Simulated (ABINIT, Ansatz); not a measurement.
# TiO2 (Rutile): one start, several treatments of the self-energy

Aim: compare treatments of exchange, screening and correlation for the gap of TiO2 (Rutile).

Main program and level: ABINIT 10.8.3; PBE and many-body steps on it, plane waves.

**Experimental background.**

- Gap 3.03 eV: direct gap, E perpendicular to c; optical experiment; 1.6 K; bulk crystal (literature value) (quoted in “Shallow Valence Band of Rutile GeO2 and P-type Doping”, 2020, arxiv:2011.08928).

- Gap 3.09 ± 0.06 eV: optical gap from Tauc plot assuming indirect allowed transition; UV/vis diffuse reflectance, Kubelka-Munk and Tauc analysis; film (30 nm ALD shell on quartz particles, grown at 200 C, annealed in air at 500 C; rutile-rich with some anatase) on SiO2 (quartz particles) (“Defect-Mediated Crystallization of the Particulate TiO2 Photocatalyst Grown by Atomic Layer Deposition”, 2024, pmc:11726664).

- Gap 3.28 eV: optical bandgap after anatase to rutile transformation; spectroscopic ellipsometry; film (polycrystalline sol-gel film on Si(100), annealed at high temperature below 800 °C) (“Photocatalytic Performance of Sol-Gel Prepared TiO2 Thin Films Annealed at Various Temperatures”, 2023, pmc:10419699).

- Gap 3.05 eV: band gap; bulk crystal (literature experimental value) (quoted in “Hydrogen related defects in titanium dioxide at the interface to palladium”, 2021, arxiv:2112.05953).

## Step 1: The structure

Symmetry: P4_2/mnm, No. 136, tetragonal system. The conventional cell has a = 4.592 Å, b = 4.592 Å, c = 2.957 Å, α = 90.00°, β = 90.00°, γ = 90.00°. Ti has 6 O at 1.95 to 1.98 Å nearest. Nearest to O lie 3 Ti at 1.95 to 1.98 Å. Farther neighbours and most contacts between anions are not listed.

The cell and positions come from the Crystallography Open Database and are kept as given unless a step says otherwise.

## Step 2: Empty states on the mesh, 4×4×4 mesh, 318 bands

This step: ABINIT 10.8.3; DFT, PBE, plane waves, norm-conserving pseudopotentials.

The sums over transitions need many empty states on a uniform mesh; this step solves for them.

run.abi

```
acell 3*1.0 Angstrom
rprim 
  4.592200000000 0.000000000000 0.000000000000
  0.000000000000 4.592200000000 0.000000000000
  0.000000000000 0.000000000000 2.957400000000
ntypat 2
znucl 22 8
natom 6
typat 1 1 2 2 2 2
xred 
  0.000000000000 0.000000000000 0.000000000000
  0.500000000000 0.500000000000 0.500000000000
  0.304960000000 0.304960000000 0.000000000000
  0.195040000000 0.804960000000 0.500000000000
  0.695040000000 0.695040000000 0.000000000000
  0.804960000000 0.195040000000 0.500000000000
pp_dirpath "pseudos"
pseudos "Ti.upf, O.upf"
ecut 38
ngkpt 4 4 4
nshiftk 1
shiftk 0 0 0
kptopt 1
chksymbreak 0
irdden 1
istwfk *1
nband 318
prtvol 0
optdriver 6
gwr_task "HDIAGO"
paral_kgb 0
occopt 1
indata_prefix "in"
outdata_prefix "out"
tmpdata_prefix "tmp"
```

Run with:

```
$ OMP_NUM_THREADS=1 mpirun -n 16 abinit run.abi > log
```

Output:

```text
.Version 10.8.3 of ABINIT. v10.8.2 released Aug 2026.

 Symmetries : space group P4_2/m n m (#136); Bravais tP (primitive tetrag.)
[... echo of the input left out ...]
== DATASET  1 ==================================================================
-   mpi_nproc: 16, omp_nthreads: 1 (-1 if OMP is not activated)

--- !DatasetInfo
iteration_state: {dtset: 1, }
dimensions: {natom: 6, nkpt: 18, mband: 318, nsppol: 1, nspinor: 1, nspden: 1, mpw: 4748, }
cutoff_energies: {ecut:  38.0, pawecutdg:  -1.0, }
[...]
Direct band gap semiconductor
 Fundamental gap:     1.917 (eV)
   VBM:     5.660 (eV) at k: [ 0.0000E+00,  0.0000E+00,  0.0000E+00]
   CBM:     7.576 (eV) at k: [ 0.0000E+00,  0.0000E+00,  0.0000E+00]
 Direct gap:         1.917 (eV) at k: [ 0.0000E+00,  0.0000E+00,  0.0000E+00]

== END DATASET(S) ==============================================================
================================================================================

 -outvars: echo values of variables after computation  --------
           etotal      0.0000000000E+00
            nband         318
             nkpt          18
          spgroup         136
 [... the other variables as echoed above ...]

 Calculation completed.
```

Elapsed: 4.7 min, on 16 MPI ranks of Arm Neoverse N1, shared host; peak memory 20 GiB.

This step gave:

```yaml
gap: 1.917 eV
k_of_the_valence_top: 0, 0, 0
k_of_the_conduction_bottom: 0, 0, 0
least_direct_gap: 1.917 eV
k_points_computed: 18
lowest_point_of_the_top_converged_band_above_the_valence_top: 146.1334 eV
```

On this mesh the gap is 1.917 eV.

The density comes from a self-consistent run that is not shown.

## Step 3: Screening, 4×4×4 mesh, 140 bands, screening to 141.5 eV

The RPA dielectric matrix is built and inverted for each q.

This step: RPA screening on PBE, plane waves, norm-conserving pseudopotentials.

run.abi: that of step 2 with these lines changed.

```diff
@@ -24,10 +24,11 @@
 chksymbreak 0
-irdden 1
 istwfk *1
-nband 318
-prtvol 0
-optdriver 6
-gwr_task "HDIAGO"
-paral_kgb 0
 occopt 1
+irdwfk 1
+optdriver 3
+nband 140
+ecuteps 5.2
+inclvkb 2
+awtr 1
+symchi 1
 indata_prefix "in"
```

Output:

```text
.Version 10.8.3 of ABINIT. v10.8.2 released Aug 2026.

 Symmetries : space group P4_2/m n m (#136); Bravais tP (primitive tetrag.)
[... echo of the input left out ...]
== DATASET  1 ==================================================================
-   mpi_nproc: 16, omp_nthreads: 1 (-1 if OMP is not activated)

--- !DatasetInfo
iteration_state: {dtset: 1, }
dimensions: {natom: 6, nkpt: 18, mband: 140, nsppol: 1, nspinor: 1, nspden: 1, mpw: 4748, }
cutoff_energies: {ecut:  38.0, pawecutdg:  -1.0, }
electrons: {nelect:   4.80000000E+01, charge:   0.00000000E+00, occopt:   1.00000000E+00, tsmear:   1.00000000E-02, }

 SCREENING: Calculation of the susceptibility and dielectric matrices

 Based on a program developped by R.W. Godby, V. Olevano, G. Onida, and L. Reining.
 Incorporated in ABINIT by V. Olevano, G.-M. Rignanese, and M. Torrent.
.Using double precision arithmetic ; gwpc =  8

[... cell and pseudopotentials left out ...]
--------------------------------------------------------------------------------

 ==== K-mesh for the wavefunctions ====
 Number of points in the irreducible wedge :    18
[... list of points left out ...]
 Together with 16 symmetry operations and time-reversal symmetry
 yields    64 points in the full Brillouin Zone.

 ==== Q-mesh for the screening function ====
 Number of points in the irreducible wedge :    18
[... list of points left out ...]
 Together with 16 symmetry operations and time-reversal symmetry
 yields    64 points in the full Brillouin Zone.

 setmesh: FFT mesh size selected  =    36x   36x   24
          total number of points  =        31104

 vcoul_init : cutoff-mode = AUXILIARY_FUNCTION
 q-points for optical limit:   1
     1)      0.000010    0.000020    0.000030

- screening: taking advantage of time-reversal symmetry
- Maximum band index for partially occupied states nbvw = 24
- Remaining bands to be divided among processors   nbcw = 116
- Number of bands treated by each node ~7

 Number of electrons calculated from density =   48.0000; Expected =   48.0000
 average of density, n =  0.114049
 r_s =    1.2792
 omega_plasma =   32.5763 [eV]

 calculating chi0 at frequencies [eV] :
  1    0.000000E+00    0.000000E+00
  2    0.000000E+00    3.257632E+01

--------------------------------------------------------------------------------
  q-point number  1        q = ( 0.000000, 0.000000, 0.000000) [r.l.u.]
--------------------------------------------------------------------------------
[... chi0 elements left out ...]
 For q-point:  0.000010 0.000020 0.000030
  dielectric constant =   8.5540
  dielectric constant without local fields =   8.9685

  Average fulfillment of the sum rule on Im[epsilon] for q-point    1 :     62.22  [%]
[... wings left out ...]
  q-point number  2        q = ( 0.250000, 0.000000, 0.000000) [r.l.u.]
--------------------------------------------------------------------------------
[... chi0 elements left out ...]
  Average fulfillment of the sum rule on Im[epsilon] for q-point    2 :     72.98  [%]

 [... 16 further q-points ...]
```

Wall time 4.1 min (16 MPI ranks); peak memory 6.6 GiB; 65 min of CPU time.

This step gave:

- ε∞ with local fields, on this mesh, along the program's q direction: 8.554
- the same without local fields: 8.969
- plasma frequency: 32.58 eV
- plane waves in the screening matrix: 249

Local fields lower ε∞ by 5 %. On a Γ-centred mesh this coarse the value itself is usually too large, while a short band sum pulls it down.

## Step 4: G0W0, Godby-Needs plasmon pole

The self-energy is evaluated for the states that the input lists, and the levels follow from it, in one-shot runs by the linearised quasiparticle equation.

This step: G0W0 on PBE, plane waves, norm-conserving pseudopotentials.

run.abi: that of step 3 with these lines changed.

```diff
@@ -27,8 +27,15 @@
 irdwfk 1
-optdriver 3
+optdriver 4
 nband 140
+gwcalctyp 0
+ecutsigx 38
+symsigma 1
+nkptgw 1
+kptgw 
+  0.0000000000 0.0000000000 0.0000000000
+bdgw 
+  22 26
 ecuteps 5.2
-inclvkb 2
-awtr 1
-symchi 1
+irdscr 1
+ppmodel 1
 indata_prefix "in"
```

Output:

```text
.Version 10.8.3 of ABINIT. v10.8.2 released Aug 2026.

 Symmetries : space group P4_2/m n m (#136); Bravais tP (primitive tetrag.)
[... echo of the input left out ...]
== DATASET  1 ==================================================================
-   mpi_nproc: 16, omp_nthreads: 1 (-1 if OMP is not activated)

--- !DatasetInfo
iteration_state: {dtset: 1, }
dimensions: {natom: 6, nkpt: 18, mband: 140, nsppol: 1, nspinor: 1, nspden: 1, mpw: 4748, }
cutoff_energies: {ecut:  38.0, pawecutdg:  -1.0, }
electrons: {nelect:   4.80000000E+01, charge:   0.00000000E+00, occopt:   1.00000000E+00, tsmear:   1.00000000E-02, }

 SIGMA: Calculation of the GW corrections

 Based on a program developped by R.W. Godby, V. Olevano, G. Onida, and L. Reining.
 Incorporated in ABINIT by V. Olevano, G.-M. Rignanese, and M. Torrent.
.Using double precision arithmetic ; gwpc =  8

[... cell and pseudopotentials left out ...]
--------------------------------------------------------------------------------

 ==== K-mesh for the wavefunctions ====
 Number of points in the irreducible wedge :    18
[... list of points left out ...]
 Together with 16 symmetry operations and time-reversal symmetry
 yields    64 points in the full Brillouin Zone.

 ==== Q-mesh for screening function ====
 Number of points in the irreducible wedge :    18
[... list of points left out ...]
 Together with 16 symmetry operations and time-reversal symmetry
 yields    64 points in the full Brillouin Zone.

 vcoul_init : cutoff-mode = AUXILIARY_FUNCTION
 q-points for optical limit:   1
     1)      0.000010    0.000020    0.000030
 setmesh: FFT mesh size selected  =    50x   50x   32
          total number of points  =        80000

 Number of electrons calculated from density =   48.0000; Expected =   48.0000
 average of density, n =  0.114049
 r_s =    1.2792
 omega_plasma =   32.5763 [eV]

 === KS Band Gaps ===
  >>>> For spin  1
   Minimum direct gap =   1.9166 [eV], located at k-point      :   0.0000  0.0000  0.0000
   Fundamental gap    =   1.9166 [eV], Top of valence bands at :   0.0000  0.0000  0.0000
                                       Bottom of conduction at :   0.0000  0.0000  0.0000
 SIGMA fundamental parameters:
 PLASMON POLE MODEL  1
 number of plane-waves for SigmaX                 4679
 number of plane-waves for SigmaC and W            249
 number of plane-waves for wavefunctions          4679
 number of bands                                   140
 number of independent spin polarizations            1
 number of spinorial components                      1
 number of k-points in IBZ                          18
 number of q-points in IBZ                          18
 number of symmetry operations                      16
 number of k-points in BZ                           64
 number of q-points in BZ                           64
 number of frequencies for dSigma/dE                 9
 frequency step for dSigma/dE [eV]                0.25
 number of omega for Sigma on real axis              0
 max omega for Sigma on real axis  [eV]           0.00
 zcut for avoiding poles [eV]                     0.10

 EPSILON^-1 parameters (SCR file):
 dimension of the eps^-1 matrix on file            249
 dimension of the eps^-1 matrix used               249
 number of plane-waves for wavefunctions          4679
 number of bands                                   140
 number of q-points in IBZ                          18
 number of frequencies                               2
 number of real frequencies                          1
 number of imag frequencies                          1

 matrix elements of self-energy operator (all in [eV])

 Perturbative Calculation

--- !SelfEnergy_ee
iteration_state: {dtset: 1, }
kpoint     : [   0.000,    0.000,    0.000, ]
spin       : 1
KS_gap     :    1.917
QP_gap     :    3.375
Delta_QP_KS:    1.459
data: !SigmaeeData |
     Band     E0 <VxcDFT>   SigX SigC(E0)      Z dSigC/dE  Sig(E)    E-E0       E
       22   5.208 -20.672 -25.174   4.748   0.771  -0.297 -20.483   0.189   5.397
       23   5.208 -20.672 -25.174   4.748   0.771  -0.297 -20.483   0.189   5.397
       24   5.660 -20.448 -25.098   4.929   0.765  -0.308 -20.235   0.213   5.873
       25   7.576 -20.150 -12.063  -5.939   0.779  -0.284 -18.478   1.672   9.248
       26   7.879 -19.778 -12.069  -5.685   0.780  -0.282 -18.199   1.579   9.458

== END DATASET(S) ==============================================================
================================================================================

 -outvars: echo values of variables after computation  --------
           etotal      0.0000000000E+00
            nband         140
             nkpt          18
          spgroup         136
 [... the other variables as echoed above ...]

 Calculation completed.
```

It took 9.2 s on 16 MPI ranks; peak memory 3.2 GiB; 2.4 min of CPU time.

Numbers from this step:

```
G0W0 gap on the points computed              : 3.375 eV
starting gap on the mesh                     : 1.917 eV
k of the valence top                         : 0, 0, 0
k of the conduction bottom                   : 0, 0, 0
Z at the valence top                         : 0.765
Z at the conduction bottom                   : 0.779
least direct G0W0 gap on the computed points : 3.375 eV
```

The gap on the mesh goes from 1.92 eV to 3.37 eV, a correction of +1.46 eV.

## Step 5: G0W0, von der Linden-Horsch plasmon pole

run.abi: that of step 4 with these lines changed.

```diff
@@ -39,3 +39,3 @@
 irdscr 1
-ppmodel 1
+ppmodel 3
 indata_prefix "in"
```

Output:

```text
.Version 10.8.3 of ABINIT. v10.8.2 released Aug 2026.

 Symmetries : space group P4_2/m n m (#136); Bravais tP (primitive tetrag.)
[... echo of the input left out ...]
== DATASET  1 ==================================================================
-   mpi_nproc: 16, omp_nthreads: 1 (-1 if OMP is not activated)

--- !DatasetInfo
iteration_state: {dtset: 1, }
dimensions: {natom: 6, nkpt: 18, mband: 140, nsppol: 1, nspinor: 1, nspden: 1, mpw: 4748, }
cutoff_energies: {ecut:  38.0, pawecutdg:  -1.0, }
electrons: {nelect:   4.80000000E+01, charge:   0.00000000E+00, occopt:   1.00000000E+00, tsmear:   1.00000000E-02, }

 SIGMA: Calculation of the GW corrections

 Based on a program developped by R.W. Godby, V. Olevano, G. Onida, and L. Reining.
 Incorporated in ABINIT by V. Olevano, G.-M. Rignanese, and M. Torrent.
.Using double precision arithmetic ; gwpc =  8

[... cell and pseudopotentials left out ...]
--------------------------------------------------------------------------------

 ==== K-mesh for the wavefunctions ====
 Number of points in the irreducible wedge :    18
[... list of points left out ...]
 Together with 16 symmetry operations and time-reversal symmetry
 yields    64 points in the full Brillouin Zone.

 ==== Q-mesh for screening function ====
 Number of points in the irreducible wedge :    18
[... list of points left out ...]
 Together with 16 symmetry operations and time-reversal symmetry
 yields    64 points in the full Brillouin Zone.

 vcoul_init : cutoff-mode = AUXILIARY_FUNCTION
 q-points for optical limit:   1
     1)      0.000010    0.000020    0.000030
 setmesh: FFT mesh size selected  =    50x   50x   32
          total number of points  =        80000

 Number of electrons calculated from density =   48.0000; Expected =   48.0000
[...]
number of q-points in IBZ                          18
 number of symmetry operations                      16
 number of k-points in BZ                           64
 number of q-points in BZ                           64
 number of frequencies for dSigma/dE                 9
 frequency step for dSigma/dE [eV]                0.25
 number of omega for Sigma on real axis              0
 max omega for Sigma on real axis  [eV]           0.00
 zcut for avoiding poles [eV]                     0.10

 EPSILON^-1 parameters (SCR file):
 dimension of the eps^-1 matrix on file            249
 dimension of the eps^-1 matrix used               249
 number of plane-waves for wavefunctions          4679
 number of bands                                   140
 number of q-points in IBZ                          18
 number of frequencies                               2
 number of real frequencies                          1
 number of imag frequencies                          1

 matrix elements of self-energy operator (all in [eV])

 Perturbative Calculation

--- !SelfEnergy_ee
iteration_state: {dtset: 1, }
kpoint     : [   0.000,    0.000,    0.000, ]
spin       : 1
KS_gap     :    1.917
QP_gap     :    3.540
Delta_QP_KS:    1.623
data: !SigmaeeData |
     Band     E0 <VxcDFT>   SigX SigC(E0)      Z dSigC/dE  Sig(E)    E-E0       E
       22   5.208 -20.672 -25.174   4.529   0.835  -0.198 -20.649   0.023   5.231
       23   5.208 -20.672 -25.174   4.529   0.835  -0.198 -20.649   0.023   5.231
       24   5.660 -20.448 -25.098   4.711   0.832  -0.201 -20.397   0.051   5.710
       25   7.576 -20.150 -12.063  -6.101   0.843  -0.186 -18.476   1.674   9.250
       26   7.879 -19.778 -12.069  -5.848   0.844  -0.185 -18.207   1.571   9.450

== END DATASET(S) ==============================================================
================================================================================

 -outvars: echo values of variables after computation  --------
           etotal      0.0000000000E+00
            nband         140
             nkpt          18
          spgroup         136
 [... the other variables as echoed above ...]

 Calculation completed.
```

Elapsed: 8.8 s, on 16 MPI ranks; peak memory 2.4 GiB.

Numbers from this step:

```
G0W0 gap on the points computed              : 3.54 eV
starting gap on the mesh                     : 1.917 eV
k of the valence top                         : 0, 0, 0
k of the conduction bottom                   : 0, 0, 0
Z at the valence top                         : 0.832
Z at the conduction bottom                   : 0.843
least direct G0W0 gap on the computed points : 3.54 eV
```

Against G0W0 in ABINIT (4×4×4 mesh, 140 bands, screening to 141.5 eV, Godby-Needs plasmon pole), the gap moves by +0.165 eV.

## Step 6: G0W0, Engel-Farid plasmon pole

run.abi: that of step 5 with these lines changed.

```diff
@@ -39,3 +39,3 @@
 irdscr 1
-ppmodel 3
+ppmodel 4
 indata_prefix "in"
```

Output:

```text
.Version 10.8.3 of ABINIT. v10.8.2 released Aug 2026.

 Symmetries : space group P4_2/m n m (#136); Bravais tP (primitive tetrag.)
[... echo of the input left out ...]
== DATASET  1 ==================================================================
-   mpi_nproc: 16, omp_nthreads: 1 (-1 if OMP is not activated)

--- !DatasetInfo
iteration_state: {dtset: 1, }
dimensions: {natom: 6, nkpt: 18, mband: 140, nsppol: 1, nspinor: 1, nspden: 1, mpw: 4748, }
cutoff_energies: {ecut:  38.0, pawecutdg:  -1.0, }
[...]
24   5.660 -20.448 -25.098   4.793   0.782  -0.280 -20.337   0.111   5.771
       25   7.576 -20.150 -12.063  -5.957   0.798  -0.253 -18.450   1.700   9.276
       26   7.879 -19.778 -12.069  -5.717   0.799  -0.251 -18.185   1.593   9.472

== END DATASET(S) ==============================================================
================================================================================

 -outvars: echo values of variables after computation  --------
           etotal      0.0000000000E+00
            nband         140
             nkpt          18
          spgroup         136
 [... the other variables as echoed above ...]

 Calculation completed.
```

Wall time 8.9 s (16 MPI ranks); peak memory 2.4 GiB.

This step gave:

* G0W0 gap on the points computed: 3.505 eV
* starting gap on the mesh: 1.917 eV
* k of the valence top: 0, 0, 0
* k of the conduction bottom: 0, 0, 0
* least direct G0W0 gap on the computed points: 3.505 eV

Against G0W0 in ABINIT (4×4×4 mesh, 140 bands, screening to 141.5 eV, Godby-Needs plasmon pole), the gap moves by +0.130 eV.

(Part 1 of 2 ends here.)

[Paths, hosts, dates, memory and timing lines, banners, echoed tables and standing remarks are left out of the program output.]

[Logs are printed without paths, hosts, clocks, repeated set-up lines and the standing remarks that a program may print on its own settings, such as how far it seeks lower states.]

[Runs of the session that timed out or met a known fault of the program may be left out.]

[Hosts, paths, dates, database ids (printed as entryN), source tags and the programs' standing remarks are cut or masked in the printed files.]

[G0W0 gaps are taken among the corrected bands and points alone; a level outside them can change the order at an edge.]

[Where Ansatz stands beside ABINIT at settings called matched, ABINIT's density can come from a denser mesh and the files from another edition; pairs whose starting gaps differed by over 0.03 eV were left out, so agreement reads better than it is.]
